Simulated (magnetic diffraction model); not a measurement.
## Solving a magnetic structure from powder neutron data: DyBiPbSe4

Space group Pnma (no. 62), a = 12.6550 Å, b = 4.2410 Å, c = 15.3380 Å.

```
site  atom       x    y       z
  4c    Bi  0.0709  3/4  0.3886
  4c    Pb  0.7433  3/4  0.3401
  4c    Dy  0.0790  3/4  0.8964
  4c    Se  0.0829  3/4  0.5786
  4c    Se  0.2916  3/4  0.8282
  4c    Se  0.3657  3/4  0.5258
  4c    Se  0.4796  3/4  0.2804
```

This is a made-up structure (elements placed in a structure type, unrelaxed), so the numbers test the method and describe no known phase.

Only Dy is taken to order (form factors of Dy3+); orders and moment sizes are assumed, and not adapted to the symmetry. Radiation: neutrons of λ = 2.567 Å (absorption by Dy left out), 3° to 45°; isotropic B of 0.32 Å² (Bi), 0.33 Å² (Pb), 0.37 Å² (Dy) and 0.4 Å² (Se). Simulated constant-wavelength pattern: nuclear and magnetic terms add, the magnetic one as |2.695 fm × Σ f S⊥ exp(2πi Q·r) exp(−B s²)|², summed over all Q at one angle with the factor 1/(sin²θ cos θ). For collinear order S is the moment m, which repeats by lattice and centring translations R with the sign exp(−2πi k·R). Free-ion form factors, Sears's scattering lengths of 1992, no absorption; a label names one of the reflections at its angle. The strongest nuclear line in the range is 100, and lines under 0.2 are left out.

Above the ordering temperature:

```
2θ (°)    index      I
 15.11  (1 0 1)   50.2
 19.27  (0 0 2)    2.0
 22.57  (1 0 2)   13.4
 23.41  (2 0 0)   26.2
 25.35  (2 0 1)    9.1
 30.49  (2 0 2)   10.9
 36.60  (0 1 1)    0.3
 36.79  (3 0 1)    3.3
 37.66  (2 0 3)   21.4
 38.53  (1 1 1)    3.6
 39.11  (0 0 4)   61.4
 40.64  (3 0 2)  100.0
 40.94  (1 0 4)    1.3
 42.25  (1 1 2)   68.3
 42.73  (2 1 0)   43.1
 43.90  (2 1 1)    1.3
```

Below it (cell unchanged):

```tsv
2θ (°)	I
15.11	50.2
18.07	105.9
19.27	2.0
21.55	26.8
22.57	13.4
22.68	3.1
23.41	26.2
25.35	9.1
25.56	105.5
29.73	33.9
29.93	22.1
30.49	10.9
32.21	42.0
32.82	1.6
36.60	0.3
36.79	3.3
37.66	21.4
38.34	17.4
38.50	29.7
38.53	3.6
39.11	61.4
40.04	3.0
40.35	0.3
40.64	100.0
40.94	1.3
42.25	68.3
42.48	16.6
42.73	43.1
43.90	1.3
```

**Question.** Find the propagation vector, then choose among these models:
A. collinear moments along [110], 6.3 μB on Dy; signs + at (0.0790, 3/4, 0.8964), + at (0.4210, 1/4, 0.3964), − at (0.5790, 3/4, 0.6036), − at (0.9210, 1/4, 0.1036)
B. collinear moments along [110], 6.3 μB on Dy; signs + at (0.0790, 3/4, 0.8964), − at (0.4210, 1/4, 0.3964), + at (0.5790, 3/4, 0.6036), − at (0.9210, 1/4, 0.1036)
C. collinear moments along [001], 6.3 μB on Dy; signs + at (0.0790, 3/4, 0.8964), + at (0.4210, 1/4, 0.3964), − at (0.5790, 3/4, 0.6036), − at (0.9210, 1/4, 0.1036)
D. collinear moments along [001], 6.3 μB on Dy; signs + at (0.0790, 3/4, 0.8964), − at (0.4210, 1/4, 0.3964), + at (0.5790, 3/4, 0.6036), − at (0.9210, 1/4, 0.1036)

The new lines index as (0 1/2 1/2) at 18.07°, (1 1/2 1/2) at 21.55°, (0 1/2 -3/2) at 22.68° and (1 1/2 3/2) at 25.56°, that is as H ± k with k = (0 1/2 1/2). Half indices mean that the moments reverse under translations with k·R a half-integer, and the magnetic cell has twice the primitive volume.

Magnetic intensity, observed (below minus above) and for each model:

| 2θ (°) | index | observed | A | B | C | D |
| --- | --- | --- | --- | --- | --- | --- |
| 18.07 | (0 1/2 1/2) | 105.9 | 26.0 | 105.9 | 26.6 | 108.6 |
| 21.55 | (1 1/2 1/2) | 26.8 | 109.3 | 26.8 | 155.1 | 38.1 |
| 22.68 | (0 1/2 -3/2) | 3.1 | 83.0 | 3.1 | 52.3 | 2.0 |
| 25.56 | (1 1/2 3/2) | 105.5 | 3.9 | 105.5 | 3.5 | 93.6 |
| 29.73 | (2 1/2 1/2) | 33.9 | 8.3 | 33.9 | 20.1 | 82.0 |
| 32.82 | (2 1/2 3/2) | 1.6 | 41.8 | 1.6 | 66.0 | 2.5 |
| 40.04 | (3 1/2 1/2) | 3.0 | 12.2 | 3.0 | 44.5 | 10.9 |
| 40.35 | (1 1/2 7/2) | 0.3 | 49.6 | 0.3 | 15.3 | <0.2 |

Model B matches.

The structure used: k = (0 1/2 1/2), collinear moments along [110], 6.3 μB on Dy; signs + at (0.0790, 3/4, 0.8964), − at (0.4210, 1/4, 0.3964), + at (0.5790, 3/4, 0.6036), − at (0.9210, 1/4, 0.1036).

[Logs are printed without paths, hosts, clocks, repeated set-up lines and the standing remarks that a program may print on its own settings, such as how far it seeks lower states.]
